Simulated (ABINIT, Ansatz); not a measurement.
# How the form of the self-energy moves the gap of TiO2 (Anatase)

How much does the gap of TiO2 (Anatase) depend on the approximation to the self-energy?

Calculated with ABINIT 10.8.3; PBE and many-body steps on it, plane waves.

**The experiments to reproduce.**

- Gap 3.87 eV: direct optical gap from Tauc plot; UV-vis absorption, Tauc plot; film (thin TiO2 layer grown by atomic layer deposition) (“Development of 2-in-1 Sensors for the Safety Assessment of Lithium-Ion Batteries via Early Detection of Vapors Produced by Electrolyte Solvents”, 2023, pmc:10251352).

- Gap 3.1 eV: optical gap from UV-vis diffuse reflectance, similar for all samples; UV-vis diffuse reflectance; powder (calcined powders, stoichiometric and Ti-deficient) (“Manipulating spin polarization of titanium dioxide for efficient photocatalysis”, 2020, pmc:6972883).

- Gap 3.293 eV: indirect optical gap from reflection cut-off wavelength, 126 nm particles (bulk-like); UV-VIS-NIR reflection spectroscopy; 300 K; powder (commercial powder, mean particle diameter 126 nm, hand pressed) (“Part I: determination of a structure/property transformation mechanism responsible for changes in the point of zero change of anatase titania with decreasing particle size”, 2024, pmc:11477903).

- Gap 3.98 eV: direct quasiparticle gap around Gamma; experiment quoted from earlier work; bulk crystal (anatase, value from earlier experiment) (quoted in “Giant exciton Mott density in anatase TiO2”, 2020, arxiv:2007.10051).

- Gap 3.17 eV: gap from valence band edge and flat band potential; valence-band XPS and Mott-Schottky plots; film (“Enhancement of Titania Photoanode Performance by Sandwiching Copper between Two Titania Layers”, 2020, pmc:7579609).

This is a selection; 13 further reports are not listed.

## (1) The structure

The structure is tetragonal, space group I4_1/amd (No. 141). The conventional cell has a = 3.784 Å, b = 3.784 Å, c = 9.515 Å, α = 90.00°, β = 90.00°, γ = 90.00°. Nearest to Ti lie 6 O at 1.93 to 1.98 Å. Nearest to O lie 3 Ti at 1.93 to 1.98 Å. Farther neighbours and most contacts between anions are not listed.

The cell and positions come from the Crystallography Open Database and are kept as given unless a step says otherwise.

## (2) Empty states on the mesh, 4×4×4 mesh, 249 bands

This step: ABINIT 10.8.3; DFT, PBE, plane waves, norm-conserving pseudopotentials.

The sums over transitions need many empty states on a uniform mesh; this step solves for them.

The input, run.abi:

```
acell 3*1.0 Angstrom
rprim 
  -1.892100000000 1.892100000000 4.757300000000
  1.892100000000 -1.892100000000 4.757300000000
  1.892100000000 1.892100000000 -4.757300000000
ntypat 2
znucl 22 8
natom 6
typat 1 1 2 2 2 2
xred 
  0.000000000000 0.000000000000 0.000000000000
  0.750000000000 0.250000000000 0.500000000000
  0.208100000000 0.208100000000 0.000000000000
  0.958100000000 0.458100000000 0.500000000000
  0.541900000000 0.041900000000 0.500000000000
  0.791900000000 0.791900000000 0.000000000000
pp_dirpath "pseudos"
pseudos "Ti.upf, O.upf"
ecut 38
ngkpt 4 4 4
nshiftk 1
shiftk 0 0 0
kptopt 1
chksymbreak 0
iscf -2
irdden 1
istwfk *1
nband 249
nbdbuf 22
tolwfr 1e-09
nstep 60
prtvol 0
indata_prefix "in"
outdata_prefix "out"
tmpdata_prefix "tmp"
```

Run with:

```console
$ OMP_NUM_THREADS=1 mpirun -n 4 abinit run.abi > log
```

Numbers of over 12 decimals in the logs are rounded to 6 here.

Log:

```text
.Version 10.8.3 of ABINIT. v10.8.2 released Aug 2026.

 Symmetries : space group I4_1/a m d (#141); Bravais tI (body-center tetrag.)
[... echo of the input left out ...]
== DATASET  1 ==================================================================
-   mpi_nproc: 4, omp_nthreads: 1 (-1 if OMP is not activated)

--- !DatasetInfo
iteration_state: {dtset: 1, }
dimensions: {natom: 6, nkpt: 13, mband: 249, nsppol: 1, nspinor: 1, nspden: 1, mpw: 5174, }
cutoff_energies: {ecut:  38.0, pawecutdg:  -1.0, }
[...]
4.31828    4.35266    4.36272    4.36272    4.39716    4.40305    4.40812    4.40812
   4.43939    4.43939    4.44039    4.51875    4.54168    4.54539    4.56230    4.56389
   4.57333
 prteigrs : prtvol=0 or 1, do not print more k-points.

== END DATASET(S) ==============================================================
================================================================================

 -outvars: echo values of variables after computation  --------
            nband         249
             nkpt          13
          spgroup         141
 [... the other variables as echoed above ...]

 Calculation completed.
```

It took 5.2 min on 4 MPI ranks of Arm Neoverse V1, shared host; peak memory 0.63 GiB; 21 min of CPU time.

This step gave:

```
gap                                                           : 2.189 eV
k of the valence top                                          : 0.5, 0.5, 0
k of the conduction bottom                                    : 0, 0, 0
least direct gap                                              : 2.492 eV
k points computed                                             : 13
lowest point of the top converged band, above the valence top : 109.4788 eV
```

On this mesh the gap is 2.189 eV.

The density comes from a self-consistent run that is not shown.

## (3) Screening, 4×4×4 mesh, 106 bands, screening to 141.5 eV

The RPA dielectric matrix is built and inverted for each q.

This step: RPA screening on PBE, plane waves, norm-conserving pseudopotentials.

run.abi, as its differences from that of step 2:

```diff
@@ -24,10 +24,11 @@
 chksymbreak 0
-iscf -2
-irdden 1
 istwfk *1
-nband 249
-nbdbuf 22
-tolwfr 1e-09
-nstep 60
-prtvol 0
+occopt 1
+irdwfk 1
+optdriver 3
+nband 106
+ecuteps 5.2
+inclvkb 2
+awtr 1
+symchi 1
 indata_prefix "in"
```

Log:

```text
.Version 10.8.3 of ABINIT. v10.8.2 released Aug 2026.

 Symmetries : space group I4_1/a m d (#141); Bravais tI (body-center tetrag.)
[... echo of the input left out ...]
== DATASET  1 ==================================================================
-   mpi_nproc: 4, omp_nthreads: 1 (-1 if OMP is not activated)

--- !DatasetInfo
iteration_state: {dtset: 1, }
dimensions: {natom: 6, nkpt: 13, mband: 106, nsppol: 1, nspinor: 1, nspden: 1, mpw: 5174, }
cutoff_energies: {ecut:  38.0, pawecutdg:  -1.0, }
electrons: {nelect:   4.80000000E+01, charge:   0.00000000E+00, occopt:   1.00000000E+00, tsmear:   1.00000000E-02, }

 SCREENING: Calculation of the susceptibility and dielectric matrices

 Based on a program developped by R.W. Godby, V. Olevano, G. Onida, and L. Reining.
 Incorporated in ABINIT by V. Olevano, G.-M. Rignanese, and M. Torrent.
.Using double precision arithmetic ; gwpc =  8

[... cell and pseudopotentials left out ...]
--------------------------------------------------------------------------------

 ==== K-mesh for the wavefunctions ====
 Number of points in the irreducible wedge :    13
[... list of points left out ...]
 Together with 16 symmetry operations and time-reversal symmetry
 yields    64 points in the full Brillouin Zone.

 ==== Q-mesh for the screening function ====
 Number of points in the irreducible wedge :    13
[... list of points left out ...]
 Together with 16 symmetry operations and time-reversal symmetry
 yields    64 points in the full Brillouin Zone.

 setmesh: FFT mesh size selected  =    72x   72x   72
          total number of points  =       373248

 vcoul_init : cutoff-mode = AUXILIARY_FUNCTION
 q-points for optical limit:   1
     1)      0.000010    0.000020    0.000030

- screening: taking advantage of time-reversal symmetry
- Maximum band index for partially occupied states nbvw = 24
- Remaining bands to be divided among processors   nbcw = 82
- Number of bands treated by each node ~20

 Number of electrons calculated from density =   48.0000; Expected =   48.0000
 average of density, n =  0.104409
 r_s =    1.3174
 omega_plasma =   31.1690 [eV]

 calculating chi0 at frequencies [eV] :
  1    0.000000E+00    0.000000E+00
  2    0.000000E+00    3.116905E+01

--------------------------------------------------------------------------------
  q-point number  1        q = ( 0.000000, 0.000000, 0.000000) [r.l.u.]
--------------------------------------------------------------------------------
[... chi0 elements left out ...]
 For q-point:  0.000010 0.000020 0.000030
  dielectric constant =   6.6653
  dielectric constant without local fields =   7.0367

  Average fulfillment of the sum rule on Im[epsilon] for q-point    1 :     52.04  [%]
[... wings left out ...]
  q-point number  2        q = ( 0.250000, 0.000000, 0.000000) [r.l.u.]
--------------------------------------------------------------------------------
[... chi0 elements left out ...]
  Average fulfillment of the sum rule on Im[epsilon] for q-point    2 :     63.26  [%]

 [... 11 further q-points ...]
```

The job ended after 24 min (4 MPI ranks; peak memory 14 GiB).

This step gave:

```yaml
eps_infinity_with_local_fields_on_this_mesh_along_the_program_s_q_direction: 6.665
the_same_without_local_fields: 7.037
plasma_frequency: 31.17 eV
plane_waves_in_the_screening_matrix: 269
```

Local fields lower ε∞ by 5 %.

## (4) G0W0, Godby-Needs plasmon pole

The self-energy is evaluated for the states that the input lists, and the levels follow from it, in one-shot runs by the linearised quasiparticle equation.

This step: G0W0 on PBE, plane waves, norm-conserving pseudopotentials.

run.abi, as its differences from that of step 3:

```diff
@@ -27,8 +27,19 @@
 irdwfk 1
-optdriver 3
+optdriver 4
 nband 106
+gwcalctyp 0
+ecutsigx 38
+symsigma 1
+nkptgw 3
+kptgw 
+  0.5000000000 0.5000000000 0.0000000000
+  0.0000000000 0.0000000000 0.0000000000
+  -0.2500000000 -0.2500000000 0.2500000000
+bdgw 
+  23 26
+  23 26
+  23 26
 ecuteps 5.2
-inclvkb 2
-awtr 1
-symchi 1
+irdscr 1
+ppmodel 1
 indata_prefix "in"
```

Log:

```text
.Version 10.8.3 of ABINIT. v10.8.2 released Aug 2026.

 Symmetries : space group I4_1/a m d (#141); Bravais tI (body-center tetrag.)
[... echo of the input left out ...]
== DATASET  1 ==================================================================
-   mpi_nproc: 4, omp_nthreads: 1 (-1 if OMP is not activated)

--- !DatasetInfo
iteration_state: {dtset: 1, }
dimensions: {natom: 6, nkpt: 13, mband: 106, nsppol: 1, nspinor: 1, nspden: 1, mpw: 5174, }
cutoff_energies: {ecut:  38.0, pawecutdg:  -1.0, }
electrons: {nelect:   4.80000000E+01, charge:   0.00000000E+00, occopt:   1.00000000E+00, tsmear:   1.00000000E-02, }

 SIGMA: Calculation of the GW corrections

 Based on a program developped by R.W. Godby, V. Olevano, G. Onida, and L. Reining.
 Incorporated in ABINIT by V. Olevano, G.-M. Rignanese, and M. Torrent.
.Using double precision arithmetic ; gwpc =  8

[... cell and pseudopotentials left out ...]
--------------------------------------------------------------------------------

 ==== K-mesh for the wavefunctions ====
 Number of points in the irreducible wedge :    13
[... list of points left out ...]
 Together with 16 symmetry operations and time-reversal symmetry
 yields    64 points in the full Brillouin Zone.

 ==== Q-mesh for screening function ====
 Number of points in the irreducible wedge :    13
[... list of points left out ...]
 Together with 16 symmetry operations and time-reversal symmetry
 yields    64 points in the full Brillouin Zone.

 vcoul_init : cutoff-mode = AUXILIARY_FUNCTION
 q-points for optical limit:   1
     1)      0.000010    0.000020    0.000030
 setmesh: FFT mesh size selected  =    72x   72x   72
          total number of points  =       373248

 Number of electrons calculated from density =   48.0000; Expected =   48.0000
 average of density, n =  0.104409
 r_s =    1.3174
 omega_plasma =   31.1690 [eV]

 === KS Band Gaps ===
  >>>> For spin  1
   Minimum direct gap =   2.4917 [eV], located at k-point      :  -0.2500 -0.2500  0.2500
   Fundamental gap    =   2.1887 [eV], Top of valence bands at :   0.5000  0.5000  0.0000
                                       Bottom of conduction at :   0.0000  0.0000  0.0000
 SIGMA fundamental parameters:
 PLASMON POLE MODEL  1
 number of plane-waves for SigmaX                 5117
 number of plane-waves for SigmaC and W            269
 number of plane-waves for wavefunctions          5117
 number of bands                                   106
 number of independent spin polarizations            1
 number of spinorial components                      1
 number of k-points in IBZ                          13
 number of q-points in IBZ                          13
 number of symmetry operations                      16
 number of k-points in BZ                           64
 number of q-points in BZ                           64
 number of frequencies for dSigma/dE                 9
 frequency step for dSigma/dE [eV]                0.25
 number of omega for Sigma on real axis              0
 max omega for Sigma on real axis  [eV]           0.00
 zcut for avoiding poles [eV]                     0.10

 EPSILON^-1 parameters (SCR file):
 dimension of the eps^-1 matrix on file            269
 dimension of the eps^-1 matrix used               269
 number of plane-waves for wavefunctions          5117
 number of bands                                   106
 number of q-points in IBZ                          13
 number of frequencies                               2
 number of real frequencies                          1
 number of imag frequencies                          1

 matrix elements of self-energy operator (all in [eV])

 Perturbative Calculation

--- !SelfEnergy_ee
iteration_state: {dtset: 1, }
kpoint     : [   0.500,    0.500,    0.000, ]
spin       : 1
KS_gap     :    3.429
QP_gap     :    5.195
Delta_QP_KS:    1.766
data: !SigmaeeData |
     Band     E0 <VxcDFT>   SigX SigC(E0)      Z dSigC/dE  Sig(E)    E-E0       E
       23   4.093 -20.082 -24.797   5.014   0.763  -0.311 -19.854   0.228   4.321
       24   4.093 -20.082 -24.797   5.014   0.763  -0.311 -19.854   0.228   4.321
       25   7.522 -21.007 -12.455  -5.961   0.770  -0.299 -19.013   1.994   9.516
       26   7.522 -21.007 -12.455  -5.961   0.770  -0.299 -19.013   1.994   9.516

--- !SelfEnergy_ee
iteration_state: {dtset: 1, }
kpoint     : [   0.000,    0.000,    0.000, ]
spin       : 1
KS_gap     :    2.617
QP_gap     :    4.220
Delta_QP_KS:    1.603
data: !SigmaeeData |
     Band     E0 <VxcDFT>   SigX SigC(E0)      Z dSigC/dE  Sig(E)    E-E0       E
       23   3.664 -19.550 -24.420   5.067   0.760  -0.315 -19.400   0.150   3.814
       24   3.664 -19.550 -24.420   5.067   0.760  -0.315 -19.400   0.150   3.814
[...]
--- !SelfEnergy_ee
iteration_state: {dtset: 1, }
kpoint     : [  -0.250,   -0.250,    0.250, ]
spin       : 1
KS_gap     :    2.492
QP_gap     :    4.058
Delta_QP_KS:    1.566
data: !SigmaeeData |
     Band     E0 <VxcDFT>   SigX SigC(E0)      Z dSigC/dE  Sig(E)    E-E0       E
[...]
24   3.893 -20.281 -24.944   4.943   0.765  -0.307 -20.067   0.214   4.107
       25   6.385 -19.488 -11.831  -5.387   0.784  -0.275 -17.708   1.780   8.164
       26   6.912 -20.310 -12.031  -5.809   0.777  -0.288 -18.391   1.919   8.830

== END DATASET(S) ==============================================================
================================================================================

 -outvars: echo values of variables after computation  --------
           etotal      0.0000000000E+00
            nband         106
             nkpt          13
          spgroup         141
 [... the other variables as echoed above ...]

 Calculation completed.
```

Run time: 57 s. Hardware: 4 MPI ranks; peak memory 9.2 GiB; 3.8 min of CPU time.

Numbers from this step:

| Item | Value |
| --- | --- |
| G0W0 gap on the points computed | 3.714 eV |
| starting gap on the mesh | 2.189 eV |
| k of the valence top | 0.5, 0.5, 0 |
| k of the conduction bottom | 0, 0, 0 |
| Z at the valence top | 0.763 |
| Z at the conduction bottom | 0.786 |
| least direct G0W0 gap on the computed points | 4.057 eV |

The gap on the mesh goes from 2.19 eV to 3.71 eV, a correction of +1.53 eV.

## (5) G0W0, Hybertsen-Louie plasmon pole

run.abi, as its differences from that of step 4:

```diff
@@ -43,3 +43,3 @@
 irdscr 1
-ppmodel 1
+ppmodel 2
 indata_prefix "in"
@@ -47 +47,2 @@
 tmpdata_prefix "tmp"
+gwmem 00
```

Log:

```text
.Version 10.8.3 of ABINIT. v10.8.2 released Aug 2026.

 Symmetries : space group I4_1/a m d (#141); Bravais tI (body-center tetrag.)
[... echo of the input left out ...]
== DATASET  1 ==================================================================
-   mpi_nproc: 4, omp_nthreads: 1 (-1 if OMP is not activated)

--- !DatasetInfo
iteration_state: {dtset: 1, }
dimensions: {natom: 6, nkpt: 13, mband: 106, nsppol: 1, nspinor: 1, nspden: 1, mpw: 5174, }
cutoff_energies: {ecut:  38.0, pawecutdg:  -1.0, }
electrons: {nelect:   4.80000000E+01, charge:   0.00000000E+00, occopt:   1.00000000E+00, tsmear:   1.00000000E-02, }

 SIGMA: Calculation of the GW corrections

 Based on a program developped by R.W. Godby, V. Olevano, G. Onida, and L. Reining.
 Incorporated in ABINIT by V. Olevano, G.-M. Rignanese, and M. Torrent.
.Using double precision arithmetic ; gwpc =  8

[... cell and pseudopotentials left out ...]
--------------------------------------------------------------------------------

 ==== K-mesh for the wavefunctions ====
 Number of points in the irreducible wedge :    13
[... list of points left out ...]
 Together with 16 symmetry operations and time-reversal symmetry
 yields    64 points in the full Brillouin Zone.

 ==== Q-mesh for screening function ====
 Number of points in the irreducible wedge :    13
[... list of points left out ...]
 Together with 16 symmetry operations and time-reversal symmetry
 yields    64 points in the full Brillouin Zone.

 vcoul_init : cutoff-mode = AUXILIARY_FUNCTION
 q-points for optical limit:   1
     1)      0.000010    0.000020    0.000030
 setmesh: FFT mesh size selected  =    72x   72x   72
          total number of points  =       373248

 Number of electrons calculated from density =   48.0000; Expected =   48.0000
[...]
number of plane-waves for wavefunctions          5117
 number of bands                                   106
 number of q-points in IBZ                          13
 number of frequencies                               2
 number of real frequencies                          1
 number of imag frequencies                          1

 matrix elements of self-energy operator (all in [eV])

 Perturbative Calculation

--- !SelfEnergy_ee
iteration_state: {dtset: 1, }
kpoint     : [   0.500,    0.500,    0.000, ]
spin       : 1
KS_gap     :    3.429
QP_gap     :    6.011
Delta_QP_KS:    2.582
data: !SigmaeeData |
     Band     E0 <VxcDFT>   SigX SigC(E0)      Z dSigC/dE  Sig(E)    E-E0       E
       23   4.093 -20.082 -24.797   4.540   0.836  -0.196 -20.228  -0.146   3.947
       24   4.093 -20.082 -24.797   4.540   0.836  -0.196 -20.228  -0.146   3.947
       25   7.522 -21.007 -12.455  -5.686   0.850  -0.176 -18.571   2.436   9.958
[...]
--- !SelfEnergy_ee
iteration_state: {dtset: 1, }
kpoint     : [   0.000,    0.000,    0.000, ]
spin       : 1
KS_gap     :    2.617
QP_gap     :    4.931
Delta_QP_KS:    2.314
data: !SigmaeeData |
     Band     E0 <VxcDFT>   SigX SigC(E0)      Z dSigC/dE  Sig(E)    E-E0       E
[...]
--- !SelfEnergy_ee
iteration_state: {dtset: 1, }
kpoint     : [  -0.250,   -0.250,    0.250, ]
spin       : 1
KS_gap     :    2.492
QP_gap     :    4.723
Delta_QP_KS:    2.231
data: !SigmaeeData |
     Band     E0 <VxcDFT>   SigX SigC(E0)      Z dSigC/dE  Sig(E)    E-E0       E
[...]
25   6.385 -19.488 -11.831  -5.224   0.854  -0.170 -17.410   2.079   8.463
       26   6.912 -20.310 -12.031  -5.574   0.852  -0.174 -18.006   2.304   9.216

== END DATASET(S) ==============================================================
================================================================================

 -outvars: echo values of variables after computation  --------
           etotal      0.0000000000E+00
            nband         106
             nkpt          13
          spgroup         141
 [... the other variables as echoed above ...]

 Calculation completed.
```

It took 62 s on 4 MPI ranks; peak memory 1.1 GiB; 4.1 min of CPU time.

This step gave:

```
G0W0 gap on the points computed              : 4.371 eV
starting gap on the mesh                     : 2.189 eV
k of the valence top                         : 0.5, 0.5, 0
k of the conduction bottom                   : 0, 0, 0
Z at the valence top                         : 0.836
Z at the conduction bottom                   : 0.855
least direct G0W0 gap on the computed points : 4.723 eV
```

Against G0W0 in ABINIT (4×4×4 mesh, 106 bands, screening to 141.5 eV, Godby-Needs plasmon pole), the gap moves by +0.657 eV.

(Part 1 of 2 ends here.)

[Paths, hosts, dates, memory and timing lines, banners, echoed tables and standing remarks are left out of the program output.]

[Logs are printed without paths, hosts, clocks, repeated set-up lines and the standing remarks that a program may print on its own settings, such as how far it seeks lower states.]

[Runs of the session that timed out or met a known fault of the program may be left out.]

[Hosts, paths, dates, database ids (printed as entryN), source tags and the programs' standing remarks are cut or masked in the printed files.]

[G0W0 gaps are taken among the corrected bands and points alone; a level outside them can change the order at an edge.]

[Where Ansatz stands beside ABINIT at settings called matched, ABINIT's density can come from a denser mesh and the files from another edition; pairs whose starting gaps differed by over 0.03 eV were left out, so agreement reads better than it is.]
